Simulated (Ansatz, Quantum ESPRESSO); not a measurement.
# Ballistic transmission: vacuum gap of 6.0 Å between two Pt(100) faces, part 4 of 5

Aim: the zero-bias transmission with pwcond for this junction: vacuum gap of 6.0 Å between two Pt(100) faces.

Quantum ESPRESSO 7.5; plane-wave DFT, LDA, GBRV ultrasoft pseudopotentials; cross-check by Ansatz 0.2.0 with PAW datasets.

So far. Step 3 (Transmission with pwcond.x): The run is unpolarised; a magnetic state was not tried, may lie lower and would change T. Step 3 (Transmission with pwcond.x): At no point does T exceed the number of channels.

## Step 5: The open system, with ewind, epsproj = [0.1, 0.1]

Level of this step: transmission by pwcond, lead and junction from one cell; plane-wave DFT, LDA, GBRV ultrasoft pseudopotentials (Quantum ESPRESSO).

Another try, with an input changed as a hurried user might.

cond.bad.in

```
&inputcond
  outdir = './out'
  prefixt = 'scf'
  tran_file = 'cond.bad.dat'
  bdl = 2.8284271247
  bds = 12.7439521899
  ikind = 1
  ewind = 0.1
  epsproj = 0.1
  nz1 = 7
  energy0 = 0.4
  denergy = -0.4
/
28
  0.00000000 0.00000000 0.00694444
  0.00000000 0.08333333 0.02777778
  0.00000000 0.16666667 0.02777778
  0.00000000 0.25000000 0.02777778
  0.00000000 0.33333333 0.02777778
  0.00000000 0.41666667 0.02777778
  0.00000000 0.50000000 0.01388889
  0.08333333 0.08333333 0.02777778
  0.08333333 0.16666667 0.05555556
  0.08333333 0.25000000 0.05555556
  0.08333333 0.33333333 0.05555556
  0.08333333 0.41666667 0.05555556
  0.08333333 0.50000000 0.02777778
  0.16666667 0.16666667 0.02777778
  0.16666667 0.25000000 0.05555556
  0.16666667 0.33333333 0.05555556
  0.16666667 0.41666667 0.05555556
  0.16666667 0.50000000 0.02777778
  0.25000000 0.25000000 0.02777778
  0.25000000 0.33333333 0.05555556
  0.25000000 0.41666667 0.05555556
  0.25000000 0.50000000 0.02777778
  0.33333333 0.33333333 0.02777778
  0.33333333 0.41666667 0.05555556
  0.33333333 0.50000000 0.02777778
  0.41666667 0.41666667 0.02777778
  0.41666667 0.50000000 0.02777778
  0.50000000 0.50000000 0.00694444
3
```

Started as:

```
OMP_NUM_THREADS=1 mpirun -n 4 pwcond.x -in cond.bad.in > cond.bad.out
```

Output:

```text
[banner, memory and clock lines left out]
Program PWCOND v.7.5 starts
[citation notice left out]

[...]
./out/scf.save/

[...]
negative rho (up, down):  2.819E+00 0.000E+00
     Reading collected, re-writing distributed wavefunctions

===== INPUT FILE containing all the regions =====

     GEOMETRY:

     lattice parameter (alat)  =       5.3049  a.u.
     the volume                =    1902.5114 (a.u.)^3
     the cross section         =      28.1416 (a.u.)^2
     l of the unit cell        =      12.7440 (alat)
     number of atoms/cell      =           16
     number of atomic types    =            1

     crystal axes: (cart. coord. in units of alat)
               a(1) = (  1.0000  0.0000  0.0000 )
               a(2) = (  0.0000  1.0000  0.0000 )
               a(3) = (  0.0000  0.0000 12.7440 )

   Cartesian axes

     site n.     atom                  positions (alat units)
          1        Pt     tau(  1)=(  0.0000  0.0000 12.7440  )
          2        Pt     tau(  2)=(  0.5000  0.5000  0.7071  )
          3        Pt     tau(  3)=(  0.0000  0.0000  1.4142  )
          4        Pt     tau(  4)=(  0.5000  0.5000  2.1213  )
          5        Pt     tau(  5)=(  0.0000  0.0000  2.8284  )
          6        Pt     tau(  6)=(  0.5000  0.5000  3.5355  )
          7        Pt     tau(  7)=(  0.0000  0.0000  4.2426  )
          8        Pt     tau(  8)=(  0.5000  0.5000  4.9497  )
          9        Pt     tau(  9)=(  0.0000  0.0000  7.0871  )
         10        Pt     tau( 10)=(  0.5000  0.5000  7.7942  )
         11        Pt     tau( 11)=(  0.0000  0.0000  8.5013  )
         12        Pt     tau( 12)=(  0.5000  0.5000  9.2084  )
         13        Pt     tau( 13)=(  0.0000  0.0000  9.9155  )
         14        Pt     tau( 14)=(  0.5000  0.5000 10.6226  )
         15        Pt     tau( 15)=(  0.0000  0.0000 11.3297  )
         16        Pt     tau( 16)=(  0.5000  0.5000 12.0368  )

     nr1s                      =           24
     nr2s                      =           24
     nr3s                      =          288
     nr1sx                     =           24
     nr2sx                     =           24
     nr3sx                     =          288
     nr1                       =           24
     nr2                       =           24
     nr3                       =          320
     nr1x                      =           24
     nr2x                      =           24
     nr3x                      =          320

 _______________________________
  Radii of nonlocal spheres:

     type       ibeta     ang. mom.          radius (alat units)
       Pt         1         0                    0.4683
       Pt         2         0                    0.4683
       Pt         3         1                    0.4683
       Pt         4         1                    0.4683
       Pt         5         2                    0.4683
       Pt         6         2                    0.4683
----- General information -----

--- T calc. with identical leads (ikind=1) ---

     nrx                       =           24
     nry                       =           24
     nz1                       =            7

     energy0               =         4.0E-01
     denergy               =        -4.0E-01
     nenergy               =          3
     ecut2d                =         4.0E+01
     ewind                 =         1.0E-01
     epsproj               =         1.0E-01

     number of k_|| points=   28
                       cryst. coord.
        k(    1) = (   0.0000000   0.0000000), wk =   0.0069444
        k(    2) = (   0.0000000   0.0833333), wk =   0.0277778
[...]
k(   28) = (   0.5000000   0.5000000), wk =   0.0069444
----- Information about left/right lead -----

     nocros                   =           18
     noins                    =           54
     norb                     =           90
     norbf                    =          234
     nrz                      =           64

      iorb      type   ibeta   ang. mom.   m       position (alat)
        1        1       1        0        1   taunew(   1)=(  0.0000  0.0000  0.0000)
        2        1       2        0        1   taunew(   2)=(  0.0000  0.0000  0.0000)
[...]
90        1       6        2        5   taunew(  90)=(  0.0000  0.0000  2.8284)
----- Information about scattering region -----

     noins                    =          198
     norb                     =          234
     norbf                    =          234
     nrz                      =          224

      iorb      type   ibeta   ang. mom.   m       position (alat)
        1        1       1        0        1   taunew(   1)=(  0.0000  0.0000  0.0000)
        2        1       2        0        1   taunew(   2)=(  0.0000  0.0000  0.0000)
[...]
234        1       6        2        5   taunew( 234)=(  0.0000  0.0000  9.9155)
 ngper, shell number =           89          15
 ngper, n2d =           89          15
---  E-Ef =    0.4000000  k =    0.0000000   0.0000000
---  ie =          1  ik =          1
 Nchannels of the left tip =            3
 Right moving states:
   k1(2pi/a)   k2(2pi/a)   E-Ef (eV)
   0.2472415  -0.0000006   0.4000000
   0.2472415  -0.0000006   0.4000000
  -0.3197716   0.0000008   0.4000000
 Left moving states:
   k1(2pi/a)   k2(2pi/a)   E-Ef (eV)
  -0.2472415  -0.0000006   0.4000000
  -0.2472415  -0.0000006   0.4000000
   0.3197717   0.0000008   0.4000000

 to transmit
 Band j to band i transmissions and reflections:
    j         i     |T_ij|^2    |R_ij|^2

    1 -->     1     0.00000     0.99580
    1 -->     2     0.00000     0.00420
    1 -->     3     0.00000     0.00000
   Total T_j, R_j =    0.00000  1.00000

    2 -->     1     0.00000     0.00420
    2 -->     2     0.00000     0.99580
    2 -->     3     0.00000     0.00000
   Total T_j, R_j =    0.00000  1.00000

    3 -->     1     0.00000     0.00000
    3 -->     2     0.00000     0.00000
    3 -->     3     0.03998     0.96002
   Total T_j, R_j =    0.03998  0.96002

E-Ef(ev), T(x2 spins) =    0.4000000   0.0799541
---  E-Ef =    0.0000000  k =    0.0000000   0.0000000
---  ie =          2  ik =          1
 Nchannels of the left tip =            2
 Right moving states:
   k1(2pi/a)   k2(2pi/a)   E-Ef (eV)
   0.3535075  -0.0000012   0.0000000
  -0.3755968   0.0000007   0.0000000
 Left moving states:
   k1(2pi/a)   k2(2pi/a)   E-Ef (eV)
  -0.3535075  -0.0000012   0.0000000
   0.3755970   0.0000007   0.0000000

 to transmit
 Band j to band i transmissions and reflections:
    j         i     |T_ij|^2    |R_ij|^2

    1 -->     1     0.00000     1.00000
    1 -->     2     0.00000     0.00000
   Total T_j, R_j =    0.00000  1.00000

    2 -->     1     0.00000     0.00000
    2 -->     2     0.02584     0.97416
   Total T_j, R_j =    0.02584  0.97416

E-Ef(ev), T(x2 spins) =    0.0000000   0.0516835
---  E-Ef =   -0.4000000  k =    0.0000000   0.0000000
---  ie =          3  ik =          1
 Nchannels of the left tip =            1
 Right moving states:
   k1(2pi/a)   k2(2pi/a)   E-Ef (eV)
  -0.4314149   0.0000006  -0.4000000
 Left moving states:
   k1(2pi/a)   k2(2pi/a)   E-Ef (eV)
   0.4314150   0.0000006  -0.4000000

 to transmit
 Band j to band i transmissions and reflections:
    j         i     |T_ij|^2    |R_ij|^2

    1 -->     1     0.01850     0.98150
   Total T_j, R_j =    0.01850  0.98150

E-Ef(ev), T(x2 spins) =   -0.4000000   0.0369927
 ngper, shell number =           91          51
 ngper, n2d =           91          15
[... further energies and points left out ...]
---  E-Ef =    0.4000000  k =    0.5000000   0.5000000
---  ie =          1  ik =         28
 Nchannels of the left tip =            4
 Right moving states:
   k1(2pi/a)   k2(2pi/a)   E-Ef (eV)
  -0.3278499  -0.0000009   0.4000000
  -0.3278499  -0.0000009   0.4000000
   0.3453132  -0.0000003   0.4000000
  -0.3833198  -0.0000039   0.4000000
 Left moving states:
   k1(2pi/a)   k2(2pi/a)   E-Ef (eV)
   0.3278499  -0.0000009   0.4000000
   0.3278499  -0.0000009   0.4000000
  -0.3453131  -0.0000003   0.4000000
   0.3833198  -0.0000039   0.4000000

 to transmit
 Band j to band i transmissions and reflections:
    j         i     |T_ij|^2    |R_ij|^2

    1 -->     1     0.00001     0.00000
    1 -->     2     0.00000     0.99999
    1 -->     3     0.00000     0.00000
    1 -->     4     0.00000     0.00000
   Total T_j, R_j =    0.00001  0.99999

    2 -->     1     0.00000     0.99999
    2 -->     2     0.00001     0.00000
    2 -->     3     0.00000     0.00000
    2 -->     4     0.00000     0.00000
   Total T_j, R_j =    0.00001  0.99999

    3 -->     1     0.00000     0.00000
    3 -->     2     0.00000     0.00000
    3 -->     3     0.00000     1.00000
    3 -->     4     0.00000     0.00000
   Total T_j, R_j =    0.00000  1.00000

    4 -->     1     0.00000     0.00000
    4 -->     2     0.00000     0.00000
    4 -->     3     0.00000     0.00000
    4 -->     4     0.00001     0.99999
   Total T_j, R_j =    0.00001  0.99999

E-Ef(ev), T(x2 spins) =    0.4000000   0.0000579
---  E-Ef =    0.0000000  k =    0.5000000   0.5000000
---  ie =          2  ik =         28
 Nchannels of the left tip =            4
 Right moving states:
   k1(2pi/a)   k2(2pi/a)   E-Ef (eV)
   0.1902587  -0.0000003   0.0000000
  -0.3915545  -0.0000009   0.0000000
  -0.3915545  -0.0000009   0.0000000
  -0.4956487  -0.0000035   0.0000000
 Left moving states:
   k1(2pi/a)   k2(2pi/a)   E-Ef (eV)
  -0.1902586  -0.0000003   0.0000000
   0.3915545  -0.0000009   0.0000000
   0.3915545  -0.0000009   0.0000000
   0.4956488  -0.0000035   0.0000000

 to transmit
 Band j to band i transmissions and reflections:
    j         i     |T_ij|^2    |R_ij|^2

    1 -->     1     0.00000     1.00000
    1 -->     2     0.00000     0.00000
    1 -->     3     0.00000     0.00000
    1 -->     4     0.00000     0.00000
   Total T_j, R_j =    0.00000  1.00000

    2 -->     1     0.00000     0.00000
    2 -->     2     0.00001     0.00000
    2 -->     3     0.00000     0.99999
    2 -->     4     0.00000     0.00000
   Total T_j, R_j =    0.00001  0.99999

    3 -->     1     0.00000     0.00000
    3 -->     2     0.00000     0.99999
    3 -->     3     0.00001     0.00000
    3 -->     4     0.00000     0.00000
   Total T_j, R_j =    0.00001  0.99999

    4 -->     1     0.00000     0.00000
    4 -->     2     0.00000     0.00000
    4 -->     3     0.00000     0.00000
    4 -->     4     0.00000     0.99999
   Total T_j, R_j =    0.00000  1.00000

E-Ef(ev), T(x2 spins) =    0.0000000   0.0000363
---  E-Ef =   -0.4000000  k =    0.5000000   0.5000000
---  ie =          3  ik =         28
 Nchannels of the left tip =            3
 Right moving states:
   k1(2pi/a)   k2(2pi/a)   E-Ef (eV)
   0.4059000  -0.0000032  -0.4000000
  -0.4564817  -0.0000009  -0.4000000
  -0.4564817  -0.0000009  -0.4000000
 Left moving states:
   k1(2pi/a)   k2(2pi/a)   E-Ef (eV)
  -0.4059000  -0.0000032  -0.4000000
   0.4564817  -0.0000009  -0.4000000
   0.4564817  -0.0000009  -0.4000000

 to transmit
 Band j to band i transmissions and reflections:
    j         i     |T_ij|^2    |R_ij|^2

    1 -->     1     0.00000     1.00000
    1 -->     2     0.00000     0.00000
    1 -->     3     0.00000     0.00000
   Total T_j, R_j =    0.00000  1.00000

    2 -->     1     0.00000     0.00000
    2 -->     2     0.00000     0.00000
    2 -->     3     0.00000     1.00000
   Total T_j, R_j =    0.00000  1.00000

    3 -->     1     0.00000     0.00000
    3 -->     2     0.00000     1.00000
    3 -->     3     0.00000     0.00000
   Total T_j, R_j =    0.00000  1.00000

E-Ef(ev), T(x2 spins) =   -0.4000000   0.0000247
   T_tot     0.40000      0.10588E-01
   T_tot     0.00000      0.10166E-01
   T_tot    -0.40000      0.62738E-02

[...]
```

Elapsed: 48 s, on 4 MPI ranks of Arm Neoverse V2, shared host; peak memory 0.24 GiB.

The run finished, but its numbers are not taken as the system's. The fault: a window of plane waves far too small, with a loose projection threshold.

Beside the run it was changed from:

```tsv
quantity	this run	unchanged run	difference
transmission at the Fermi level, one spin	0.005083	0.005356	-2.7e-4
lead channels at the Fermi level, one spin	1.208	1.944	-0.74
wall time (s)	48	122
```

Over all energies T moves by up to 0.0098, at -0.4 eV, where the two runs count unlike lead channels.

The physical values in this table move by up to 38 %.

[end of part 4 of 5]

[Logs are printed without paths, hosts, clocks, repeated set-up lines and the standing remarks that a program may print on its own settings, such as how far it seeks lower states.]

[Hosts, paths, dates, database ids (printed as entryN), source tags and the programs' standing remarks are cut or masked in the printed files.]

[Maps of the electrostatic potential energy from Ansatz leave out the sawtooth potential of an applied field or a dipole correction, so their vacuum need not be flat; planar profiles and work functions include it.]
